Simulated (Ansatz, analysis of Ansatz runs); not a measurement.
## B-H pair in alpha-quartz: local vibrational mode, HSE06

Subject: B-H pair in alpha-quartz. Wanted: its local vibrational mode, in one set-up (HSE06, 36-site cell, PBE lattice, 420 eV, k: the zone centre alone, anharmonic cut). The model is a cell of 36 host atoms with B put on another atom's site and H put in between. The frequencies come from force constants among the defect atom and its neighbours, with the masses of the isotopes named. Exact exchange opens the gap, stiffens bonds and lessens the self-interaction error, at many times the cost.

**The experiment.** O-H stretch, 1H: 3595 cm⁻¹ at 300 K, by diffuse reflectance FTIR with peak fitting (“Structural evolution of water and hydroxyl groups during thermal, mechanical and chemical treatment of high purity natural quartz”, 2020, pmc:9055915).

Calculated with Ansatz 0.2.0; plane-wave PAW DFT, HSE06; relaxation of all atoms of a defect supercell.

## 1. The starting structure

The cell holds 37 atoms: 11 Si, 24 O, 1 B and 1 H. Cell: a = 7.452 Å, b = 7.452 Å, c = 10.037 Å, α = 70.3°, β = 70.3°, γ = 71.4°. It derives from SiO2 (space group P3_221). Nearest the centre at fractional (0.451, 0.491, 0.504): H37 at 0.44 Å, B24 at 0.88 Å, O7 at 1.45 Å, O36 at 1.78 Å, O29 at 1.82 Å, O14 at 1.84 Å, Si1 at 2.71 Å, Si20 at 3.16 Å.

The host's primitive cell comes from a first run (plane-wave PAW DFT, PBE; relaxation of the host's cell and atoms): vectors of 5.018, 5.018 and 5.509 Å. That is 13.35 Å³ an atom, 6.1 % over the diffraction cell's volume. The supercell is built on it.

## 2. Relaxation, charge 0

Every later number rests on the structure around the defect, so the atoms are relaxed at the host's lattice first.

Input file relax/input.yaml:

```yaml
relax:
  f_tol: 0.01
  max_steps: 80
  random_displacement: { amplitude: 0.02, seed: 892 }
crystal:
  lattice:
    - [-2.50916922, 4.34600857, 5.50897409]
    - [5.01833844, 0.0, 5.50897409]
    - [5.01833844, 8.69201714, 0.0]
  atoms:
    - { symbol: Si, position: [0.095148789, 0.571517878, 0.452425606] }
    - { symbol: Si, position: [0.595148789, 0.071517878, 0.202425606] }
    - { symbol: Si, position: [0.404851211, 0.928482122, 0.035758939] }
    - { symbol: Si, position: [0.904851211, 0.428482122, 0.285758939] }
    - { symbol: Si, position: [0.0, 0.0, 0.261815455] }
    - { symbol: Si, position: [0.5, 0.5, 0.011815455] }
    - { symbol: O, position: [0.290599064, 0.471047164, 0.462811131] }
    - { symbol: O, position: [0.817998505, 0.976285379, 0.21906075] }
    - { symbol: O, position: [0.437678715, 0.023271836, 0.36030408] }
    - { symbol: O, position: [0.937678715, 0.523271836, 0.11030408] }
    - { symbol: O, position: [0.435748606, 0.691868611, 0.074922257] }
    - { symbol: O, position: [0.935748606, 0.191868611, 0.324922257] }
    - { symbol: O, position: [0.182001495, 0.023714621, 0.116202692] }
    - { symbol: O, position: [0.682001495, 0.523714621, 0.366202692] }
    - { symbol: O, position: [0.062321285, 0.476728164, 0.340779355] }
    - { symbol: O, position: [0.562321285, 0.976728164, 0.090779355] }
    - { symbol: O, position: [0.064251394, 0.808131389, 0.388730866] }
    - { symbol: O, position: [0.564251394, 0.308131389, 0.138730866] }
    - { symbol: Si, position: [0.095148789, 0.571517878, 0.952425606] }
    - { symbol: Si, position: [0.595148789, 0.071517878, 0.702425606] }
    - { symbol: Si, position: [0.404851211, 0.928482122, 0.535758939] }
    - { symbol: Si, position: [0.904851211, 0.428482122, 0.785758939] }
    - { symbol: Si, position: [0.0, 0.0, 0.761815455] }
    - { symbol: B, position: [0.549316206, 0.509424313, 0.523063862] }
    - { symbol: O, position: [0.317998505, 0.476285379, 0.96906075] }
    - { symbol: O, position: [0.817998505, 0.976285379, 0.71906075] }
    - { symbol: O, position: [0.437678715, 0.023271836, 0.86030408] }
    - { symbol: O, position: [0.937678715, 0.523271836, 0.61030408] }
    - { symbol: O, position: [0.435748606, 0.691868611, 0.574922257] }
    - { symbol: O, position: [0.935748606, 0.191868611, 0.824922257] }
    - { symbol: O, position: [0.182001495, 0.023714621, 0.616202692] }
    - { symbol: O, position: [0.682001495, 0.523714621, 0.866202692] }
    - { symbol: O, position: [0.062321285, 0.476728164, 0.840779355] }
    - { symbol: O, position: [0.562321285, 0.976728164, 0.590779355] }
    - { symbol: O, position: [0.064251394, 0.808131389, 0.888730866] }
    - { symbol: O, position: [0.564251394, 0.308131389, 0.638730866] }
    - { symbol: H, position: [0.402489, 0.481476, 0.492812] }
basis:
  ecutwfc: 420
  xc_grid: 2
hamiltonian:
  xc: hse06
kpoints:
  mp_grid: { grid: [1, 1, 1] }
scf:
  occupations: { method: fermi_dirac, width: 0.01 }
  max_iter: 120
output:
  forces: true
checkpoint:
  write: "../relax.run"
  compress: false
  write_wavefunctions: true
  write_every: 100000
```

The run is started by

```
> ansatz run input.yaml --threads 2 --pin off --max-ram 3768MiB --backend cpu --events-out ev --progress --plain --runs-dir out
```

Numbers of over 12 decimals in the logs are rounded to 6 here.

The log of the run:

```text
[... repeated set-up lines and file paths are left out, and long positions are rounded to six places ...]
exact exchange: scf.exx.singularity resolves to wigner_seitz, which cuts the screened interaction at the faces of the exchange supercell's Wigner-Seitz cell, so that each pair interacts once, at the shortest of its separations (the periodic images that this [...]
Engine: ansatz 0.2.0, x86_64-unknown-linux-gnu
Pseudopotentials: kind: paw
Pseudopotential: Si, paw, valence charge 4, recommended cutoff 420 eV (normal), Si.paw.azcp
Pseudopotential: O, paw, valence charge 6, recommended cutoff 420 eV (normal), O.paw.azcp
Pseudopotential: B, paw, valence charge 3, recommended cutoff 420 eV (normal), B.paw.azcp
Pseudopotential: H, paw, valence charge 1, recommended cutoff 420 eV (normal), H.paw.azcp
Functional definition: HSE06
  parameter a = 0.25
  parameter omega = 0.11/bohr
  exchange = pbe_x - a*pbe_x_sr(omega) + a*exact_x_sr(omega)
  correlation = pbe_c
Crystal: 37 atoms, lattice volume = 480.597 Å³
Basis set: ecut = 420 eV, 9403 PW (Γ), exchange–correlation on 100×100×144 points (8 copies of the dense FFT grid, shifted against one another)
Bands: 133, of which v1, the nominal top of the filled ones, is band 96 counted from 1 (95 counted from 0)
Symmetry: 1 space group operations
k-points: 1
Non-local potential: Si, projectors of the file, l = 0: 2, l = 1: 2, l = 2: 2
Non-local potential: O, projectors of the file, l = 0: 2, l = 1: 2, l = 2: 1
Non-local potential: B, projectors of the file, l = 0: 2, l = 1: 2, l = 2: 1
Non-local potential: H, projectors of the file, l = 0: 2, l = 1: 1
PAW form: soft (Blöchl's): semilocal exchange-correlation on the pseudo side does not see the compensation charge
PAW frozen core: Si, regenerated for the run's functional, and the local potential with it (the file was generated under x = pbe(κ = 0.804, μ = 0.219515), c = pbe(β = 0.066725))
PAW frozen core: O, regenerated for the run's functional, and the local potential with it (the file was generated under x = pbe(κ = 0.804, μ = 0.219515), c = pbe(β = 0.066725))
PAW frozen core: B, regenerated for the run's functional, and the local potential with it (the file was generated under x = pbe(κ = 0.804, μ = 0.219515), c = pbe(β = 0.066725))
PAW one-centre angular grid: Si, 110 points (default); XC on 64 Gauss nodes
PAW one-centre angular grid: O, 110 points (default); XC on 96 Gauss nodes
PAW one-centre angular grid: B, 110 points (default); XC on 64 Gauss nodes
PAW one-centre angular grid: H, 110 points (default); XC on 64 Gauss nodes
Initial density: superposition of atomic densities (neutral atoms: chi_scale 0, normalization atom), corrected by the library's trained network
Initial wavefunctions: pseudopotential atomic-orbital guess
Functional: x = pbe(κ = 0.804, μ = 0.219515), c = pbe(β = 0.066725), warm-up for x = pbe(κ = 0.804, μ = 0.219515) + 0.25 (exact − pbe) at short range (hse, ω = 0.207870 Å⁻¹), c = pbe(β = 0.066725); [...]
SCF iter   1: F=—  HF=-20819.177400 eV  |F-HF|=—  |Δ(HF+E_count)|=         —  Δρ=4.72e-3  dr2=1.24e-1  ethr=1.77e-3  ⟨swp⟩=12.0  Hψ=754  notcnv=0
preconditioner: auto → none  [insulator: Δε(μ)=4.270 eV  Ē_g=16.557 eV  σ=0.010 eV  W_gap=1.00  n_scr=102 (ndim 8)  ℏωp=23.5 eV  f_vac=0.152  D(μ)=0.00/eV (n_scr^D=0)]
SCF iter   2: F=—  HF=-20819.148675 eV  |F-HF|=—  |Δ(HF+E_count)|=   2.87e-2  Δρ=3.31e-3  dr2=2.87e-2  ethr=6.47e-5  ⟨swp⟩=8.0  Hψ=463  notcnv=0
SCF iter   3: F=—  HF=-20819.143564 eV  |F-HF|=—  |Δ(HF+E_count)|=   5.11e-3  Δρ=1.27e-3  dr2=3.75e-3  ethr=1.49e-5  ⟨swp⟩=6.0  Hψ=376  notcnv=0
SCF iter   4: F=—  HF=-20819.144238 eV  |F-HF|=—  |Δ(HF+E_count)|=   6.74e-4  Δρ=6.31e-4  dr2=1.60e-3  ethr=1.95e-6  ⟨swp⟩=5.0  Hψ=377  notcnv=0
iter 5 solved again at ethr=2.41e-8 eV; its pass at ethr=8.34e-7 eV (dr2=4.63e-5 eV) is discarded
SCF iter   5: F=—  HF=-20819.144772 eV  |F-HF|=—  |Δ(HF+E_count)|=   5.34e-4  Δρ=1.51e-4  dr2=4.69e-5  ethr=2.41e-8  ⟨swp⟩=2.0  Hψ=540  notcnv=0
SCF iter   6: F=—  HF=-20819.144792 eV  |F-HF|=—  |Δ(HF+E_count)|=   1.98e-5  Δρ=5.95e-5  dr2=7.94e-6  ethr=2.41e-8  ⟨swp⟩=3.0  Hψ=259  notcnv=0
SCF iter   7: F=—  HF=-20819.144795 eV  |F-HF|=—  |Δ(HF+E_count)|=   3.64e-6  Δρ=2.17e-5  dr2=1.29e-6  ethr=4.14e-9  ⟨swp⟩=3.0  Hψ=279  notcnv=0
SCF iter   8: F=—  HF=-20819.144795 eV  |F-HF|=—  |Δ(HF+E_count)|=   2.65e-7  Δρ=6.55e-6  dr2=1.08e-7  ethr=6.74e-10  ⟨swp⟩=3.0  Hψ=266  notcnv=0
SCF iter   9: F=-20819.144796 eV  HF=-20819.144796 eV  |F-HF|=4.71e-9  |Δ(HF+E_count)|=   2.80e-8  Δρ=2.52e-6  dr2=1.22e-8  ethr=5.60e-11  ⟨swp⟩=3.0  Hψ=297  notcnv=0
SCF 1 converged in 9 iterations: F = -20819.144796 eV  dr2 = 1.22e-8
  greatest PAW one-centre occupation: 0.874 electrons in one spin orbital (limit 2), on the O atom at site 6 (counted from 0), in its partial waves of l = 0
Initial density: handed on by an earlier stage of this run
Initial wavefunctions: those handed on with the density
Functional: x = pbe(κ = 0.804, μ = 0.219515) + 0.25 (exact − pbe) at short range (hse, ω = 0.207870 Å⁻¹), c = pbe(β = 0.066725); HSE06 as pw.x's `hse` composes it (authors' and Libxc's form: `xc: wpbeh`)
Exchange kernel: α = 0.2500, screened, ω = 0.2079 Å⁻¹, Wigner–Seitz truncation, v(0) = 764.3003 eV·Å³, q-mesh 1×1×1, nearest image of the exchange supercell L = 7.45 Å, pair-density grid 36×36×45, without the augmentation charges, whose exchange is taken in [...]
Frozen-core exchange: fock
iter 1 solved again at ethr=7.92e-5 eV; its pass at ethr=1.00e-1 eV (dr2=1.52e-1 eV) is discarded
SCF iter   1: F=—  HF=-20822.301894 eV  |F-HF|=—  |Δ(HF+E_count)|=         —  Δρ=7.24e-3  dr2=2.15e-1  ethr=7.92e-5  ⟨swp⟩=6.0  Hψ=731  notcnv=0
SCF iter   2: F=—  HF=-20822.233033 eV  |F-HF|=—  |Δ(HF+E_count)|=   6.89e-2  Δρ=4.06e-3  dr2=3.44e-2  ethr=7.92e-5  ⟨swp⟩=4.0  Hψ=344  notcnv=0
SCF iter   3: F=—  HF=-20822.292153 eV  |F-HF|=—  |Δ(HF+E_count)|=   5.91e-2  Δρ=1.95e-3  dr2=1.35e-2  ethr=1.46e-5  ⟨swp⟩=6.0  Hψ=414  notcnv=0
SCF iter   4: F=—  HF=-20822.287687 eV  |F-HF|=—  |Δ(HF+E_count)|=   4.47e-3  Δρ=3.74e-4  dr2=7.58e-4  ethr=6.84e-6  ⟨swp⟩=3.0  Hψ=278  notcnv=0
SCF iter   5: F=—  HF=-20822.288959 eV  |F-HF|=—  |Δ(HF+E_count)|=   1.27e-3  Δρ=3.49e-4  dr2=5.59e-4  ethr=2.66e-7  ⟨swp⟩=6.0  Hψ=393  notcnv=0
SCF iter   6: F=—  HF=-20822.288836 eV  |F-HF|=—  |Δ(HF+E_count)|=   1.23e-4  Δρ=1.60e-4  dr2=1.39e-4  ethr=2.66e-7  ⟨swp⟩=4.0  Hψ=299  notcnv=0
SCF iter   7: F=-20822.288799 eV  HF=-20822.288804 eV  |F-HF|=5.42e-6  |Δ(HF+E_count)|=   3.24e-5  Δρ=3.33e-5  dr2=5.51e-6  ethr=5.60e-8  ⟨swp⟩=3.0  Hψ=249  notcnv=0
SCF 2 stopped early in 7 iterations: F = -20822.288799 eV  dr2 = 5.51e-6
[...]
iter 1 solved again at ethr=1.00e-12 eV; its pass at ethr=1.00e-1 eV (dr2=2.28e-10 eV) is discarded
SCF iter   1: F=—  HF=-20826.611795 eV  |F-HF|=—  |Δ(HF+E_count)|=         —  Δρ=5.52e-7  dr2=6.06e-10  ethr=2.40e-12 (applied; sched 1.00e-12)  ⟨swp⟩=10.0  Hψ=663  notcnv=0
SCF iter   2: F=-20826.611795 eV  HF=-20826.611795 eV  |F-HF|=2.91e-11  |Δ(HF+E_count)|=  1.60e-10  Δρ=2.23e-7  dr2=1.25e-10  ethr=1.04e-12 (applied; sched 1.00e-12)  ⟨swp⟩=2.0  Hψ=229  notcnv=0
SCF 49 converged in 2 iterations: F = -20826.611795 eV  dr2 = 1.25e-10
  Residual-converged pass: ⟨swp⟩=2.0  Hψ=189  notcnv=0  max |occ|·‖R‖ = 3.4e-6 eV (tolerance 6.7e-6 eV)  dr2=1.35e-10  dr2_onsite=7.31e-12  max |Δocc| = 0.0e0
hybrid outer 1: dexx = +4.957e-11 eV, tail = 1.65e-10 eV
SCF iter   1: F=—  HF=-20826.611795 eV  |F-HF|=—  |Δ(HF+E_count)|=         —  Δρ=2.58e-7  dr2=1.09e-10  ethr=3.77e-12  ⟨swp⟩=10.0  Hψ=374  notcnv=0
SCF iter   2: F=-20826.611795 eV  HF=-20826.611795 eV  |F-HF|=3.64e-12  |Δ(HF+E_count)|=  2.55e-11  Δρ=1.13e-7  dr2=1.69e-11  ethr=1.04e-12 (applied; sched 1.00e-12)  ⟨swp⟩=2.0  Hψ=229  notcnv=0
SCF 50 converged in 2 iterations: F = -20826.611795 eV  dr2 = 1.69e-11
  Residual-converged pass: ⟨swp⟩=3.0  Hψ=235  notcnv=0  max |occ|·‖R‖ = 5.1e-7 eV (tolerance 5.7e-7 eV)  dr2=1.99e-11  dr2_onsite=1.93e-12  max |Δocc| = 0.0e0
hybrid outer 2: dexx = +4.775e-12 eV, tail = 3.78e-11 eV, Δε = 3.58e-6 eV (about 7.21e-6 eV left of the loop's levels), ΔF = 1.13e-5 eV/Å (tail 4.35e-5)
relax step  22: F+E_penalty+E_count = -20826.61179469 eV  Δ(F+E_penalty+E_count) = -7.130e-10 eV  max|allowed force component| = 4.488e-3 eV/Å  Δτ_max = 0.0000 Å  (4 SCF iters, accepted)
hybrid SCF converged: 2 outer / 4 inner (+0 warm-up), last move |dexx| = 4.77e-12 eV, tail = 3.78e-11 eV
Stability not checked: this state was not tested for a lower state beside it, because the functional holds exact exchange (a hybrid, or Hartree-Fock), whose exchange loop this test does not read (fock_operator; see scf.lower_state_search)
Free energy (F): -20826.611795 eV
Harris-Foulkes:  -20826.611795 eV  (|F-HF|=3.64e-12)
Internal energy: -20826.611795 eV  (E = F + TS)
E sigma→0 (E₀):  -20826.611795 eV
Fermi energy:    4.311526 eV
--- Per-component energies (eV) ---
  E_band       = -1311.663735
  E_kinetic    = 4869.889031
  E_local      = -12571.347975  (includes V_loc(G=0)·N_el)
  E_nonlocal   = 1398.289879
  E_hartree    = 4562.103172
  E_xc         = -1956.885670
  E_vxc        = -2268.544205  (∫ρ·V_xc dr)
  E_exx        = -553.670663  (= α·E_x^exact, valence–valence)
  E_paw        = -9471.229945  (= ΣΔE_a)
  E_vpaw       = -756.876312  (= ΣTr[D̂ρ^β])
  E_aug_tail   = 0.060862  (compensation charges beyond the density's cutoff)
  E_ewald      = -7102.517814
  E_core_change = -1.302673  (= ΣΔE_core)
  E_smearing   = -0.000000  (= −TS)
  E_closure    = 0.000001  (closes the sum)
  Σ components = -20826.611795   (vs F -20826.611795, Δ=0.00e0)
--- Forces (eV/Å), atoms counted from 1 ---
  atom   1  Si    -0.00168686     0.00026960    -0.00151810
  atom   2  Si     0.00078147    -0.00075865    -0.00036516
  atom   3  Si     0.00043943    -0.00108453    -0.00055691
  atom   4  Si    -0.00052598    -0.00055860    -0.00063340
  atom   5  Si    -0.00091186    -0.00175239     0.00078788
  atom   6  Si    -0.00035823    -0.00037858    -0.00034122
  atom   7  O      0.00448805     0.00242050    -0.00195215
  atom   8  O     -0.00066442     0.00023054    -0.00058902
  atom   9  O      0.00041752     0.00037691    -0.00099989
  atom  10  O     -0.00022424    -0.00165938    -0.00075685
  atom  11  O      0.00087507    -0.00004700     0.00048341
  atom  12  O      0.00088792    -0.00061000    -0.00022271
  atom  13  O      0.00076492     0.00120990    -0.00005679
  atom  14  O     -0.00031840     0.00298822    -0.00005843
  atom  15  O      0.00127407     0.00267363     0.00206968
  atom  16  O     -0.00047083     0.00063771     0.00053092
  atom  17  O      0.00144817     0.00200921     0.00038704
  atom  18  O      0.00004849    -0.00048565     0.00043524
  atom  19  Si    -0.00207748     0.00015142    -0.00068413
  atom  20  Si    -0.00083551     0.00027353    -0.00271754
  atom  21  Si     0.00226243    -0.00215283     0.00154546
  atom  22  Si    -0.00112705     0.00048796    -0.00054792
  atom  23  Si    -0.00023620    -0.00058173    -0.00061914
  atom  24  B     -0.00169750    -0.00075155     0.00296539
  atom  25  O      0.00120354     0.00173114    -0.00037715
  atom  26  O      0.00117533    -0.00112144    -0.00003892
  atom  27  O     -0.00115134     0.00005367    -0.00025967
  atom  28  O     -0.00244409     0.00016378     0.00102190
  atom  29  O     -0.00325484     0.00149348    -0.00305341
  atom  30  O      0.00083383     0.00224454    -0.00016955
  atom  31  O     -0.00017902    -0.00023407     0.00091716
  atom  32  O     -0.00037370    -0.00083223    -0.00039140
  atom  33  O      0.00141359    -0.00110641     0.00192644
  atom  34  O      0.00006392     0.00096362     0.00111176
  atom  35  O     -0.00066035     0.00052709     0.00090890
  atom  36  O      0.00226869    -0.00301357     0.00178510
  atom  37  H     -0.00144613    -0.00378577     0.00004568
  max |Σ_I F_I| component: 1.25e-5 eV/Å
--- Band table (eV) ---
  k-point 0: bands = ["-20.4356", "-19.9600", "-19.9035", "-19.8784", [... 112 left out ...] "12.7862", "12.8094", "12.9623", "13.0359"]
  guard bands above this table: 13 of the run's 133 bands. The solve was not asked for them (output.publish_guard_bands: true or output.eigenvalues: true publishes all)
--- Relaxed structure (22 steps of the walk, 19 accepted, 0 SCFs on fresh bases) ---
  F+E_penalty+E_count = -20826.61179469 eV   max|allowed force component| = 4.488e-3 eV/Å
  atoms:
    - { symbol: Si, position: [0.079878, 0.578031, 0.454159] }
    - { symbol: Si, position: [0.591114, 0.073639, 0.200492] }
    - { symbol: Si, position: [0.412904, 0.932306, 0.025030] }
    - { symbol: Si, position: [0.910395, 0.423888, 0.289073] }
    - { symbol: Si, position: [0.004097, 0.002801, 0.249403] }
    - { symbol: Si, position: [0.488738, 0.495889, 0.008623] }
    - { symbol: O, position: [0.290919, 0.476355, 0.489863] }
    - { symbol: O, position: [0.817993, 0.999316, 0.203843] }
    - { symbol: O, position: [0.454393, 0.005774, 0.362260] }
    - { symbol: O, position: [0.927073, 0.531121, 0.117395] }
    - { symbol: O, position: [0.451265, 0.699026, 0.048654] }
    - { symbol: O, position: [0.951085, 0.191467, 0.311801] }
    - { symbol: O, position: [0.188206, 0.013925, 0.106756] }
    - { symbol: O, position: [0.698378, 0.509399, 0.386545] }
    - { symbol: O, position: [0.067808, 0.469865, 0.343588] }
    - { symbol: O, position: [0.559490, 0.975905, 0.091403] }
    - { symbol: O, position: [0.055955, 0.808830, 0.376628] }
    - { symbol: O, position: [0.535618, 0.310465, 0.143244] }
    - { symbol: Si, position: [0.075891, 0.580009, 0.956901] }
    - { symbol: Si, position: [0.604285, 0.091665, 0.692985] }
    - { symbol: Si, position: [0.432090, 0.908452, 0.534913] }
    - { symbol: Si, position: [0.898964, 0.428553, 0.781126] }
    - { symbol: Si, position: [0.012951, -0.005452, 0.752431] }
    - { symbol: B, position: [0.591271, 0.502445, 0.527658] }
    - { symbol: O, position: [0.298284, 0.487554, 0.970275] }
    - { symbol: O, position: [0.825633, 0.993234, 0.707049] }
    - { symbol: O, position: [0.451888, 0.044331, 0.852650] }
    - { symbol: O, position: [0.916116, 0.545308, 0.610235] }
    - { symbol: O, position: [0.496389, 0.671768, 0.570651] }
    - { symbol: O, position: [0.975253, 0.196922, 0.793535] }
    - { symbol: O, position: [0.204396, -0.029956, 0.618442] }
    - { symbol: O, position: [0.673378, 0.482907, 0.867716] }
    - { symbol: O, position: [0.036389, 0.489556, 0.846118] }
    - { symbol: O, position: [0.562269, 0.994228, 0.588621] }
    - { symbol: O, position: [0.043491, 0.814510, 0.893780] }
    - { symbol: O, position: [0.578301, 0.327047, 0.631885] }
    - { symbol: H, position: [0.288070, 0.443980, 0.591360] }
```

Run time: 4.7 min. Hardware: 2 threads of Intel Xeon 6975P-C (Granite Rapids), shared host; peak memory 0.85 GiB; 8.9 min of CPU time.

(Continued in part 2 of 2.)

[Logs are printed without paths, hosts, clocks, repeated set-up lines and the standing remarks that a program may print on its own settings, such as how far it seeks lower states.]

[Hosts, paths, dates, database ids (printed as entryN), source tags and the programs' standing remarks are cut or masked in the printed files.]

[For some hosts the program warned that the k-mesh of the response run may be too coarse for force constants and the static dielectric constant; such warnings are not shown here.]
